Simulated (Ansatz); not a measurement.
## Lattice dynamics of TiSn (model cell, started as rocksalt type)

The cell of TiSn (model cell, started as rocksalt type) is at rest. What are its phonons?

Method: DFT PBE, scalar-relativistic, plane waves, PAW, in Ansatz 0.2.0.

The structure was built from a prototype and need not be the compound's stable phase.

It takes space group Fm-3m (No. 225, cubic). The conventional cell has a = 5.601 Å, b = 5.601 Å, c = 5.601 Å, α = 90.00°, β = 90.00°, γ = 90.00°. Nearest to Ti lie 6 Sn at 2.80 Å. Nearest to Sn lie 6 Ti at 2.80 Å. Farther neighbours are not listed.

```yaml
space_group_within_0p01_a: Fm-3m
volume_per_atom: 22.0 Å³
electronic_character: no gap on this mesh
highest_optical_mode_at_the_zone_centre_no_lo_to_term: 241 cm⁻¹
lowest_optical_zone_centre_mode: 241 cm⁻¹
lowest_mode_on_the_q_mesh_acoustic_modes_at_gamma_apart: -11.3 cm⁻¹
highest_frequency_on_the_path_or_at_a_solved_wavevector: 241 cm⁻¹
imaginary_modes_on_the_4x4x4_q_mesh: yes
```

**Reading.** Modes are clearly imaginary (beyond 10i cm⁻¹) at 1 of the 8 irreducible wavevectors, most at q = (0, -0.5, -0.5) (11.3i cm⁻¹), so this structure is not a minimum of the energy. The optical modes at Γ form one degenerate level at 241 cm⁻¹. With no gap, or one that is small against the smearing, the frequencies hang on the k mesh and the smearing, most of all near Kohn anomalies. Spin-orbit coupling is left out, which can matter for the heavy elements here. The starting cell was built on a prototype and not taken from a measurement, so the phase need not exist. These are harmonic frequencies at zero temperature: anharmonic shifts, linewidths and thermal expansion are left out.

What was the input of the first run?

A: The input that was run:

input.yaml reads:

```yaml
crystal:
  lattice:
    - [0.0, 2.8005900653, 2.8005900653]
    - [2.8005900653, 0.0, 2.8005900653]
    - [2.8005900653, 2.8005900653, 0.0]
  atoms:
    - { symbol: Ti, position: [0.0, 0.0, 0.0] }
    - { symbol: Sn, position: [0.5, 0.5, 0.5] }
kpoints:
  mp_grid: { grid: [12, 12, 12] }
hamiltonian:
  xc: pbe
scf:
  occupations: { method: methfessel_paxton, width: 0.15 }
output:
  eigenvalues: true
phonons:
  method: dfpt
  qmesh: [4, 4, 4]
  temperatures: { t_max: 1000, t_step: 50 }
  qpath:
    path:
      - [[0.0, 0.0, 0.0], [0.5, 0.0, 0.5], [0.625, 0.25, 0.625]]
      - [[0.375, 0.375, 0.75], [0.0, 0.0, 0.0], [0.5, 0.5, 0.5], [0.5, 0.25, 0.75], [0.5, 0.0, 0.5]]
    npoints: 10
```

Launch:

```console
ansatz run input.yaml --threads 4 --pin off --max-ram 7168MiB --backend cpu --events-out ev --progress --plain --runs-dir out
```

[Logs are printed without paths, hosts, clocks, repeated set-up lines and the standing remarks that a program may print on its own settings, such as how far it seeks lower states.]

[Hosts, paths, dates, database ids (printed as entryN), source tags and the programs' standing remarks are cut or masked in the printed files.]
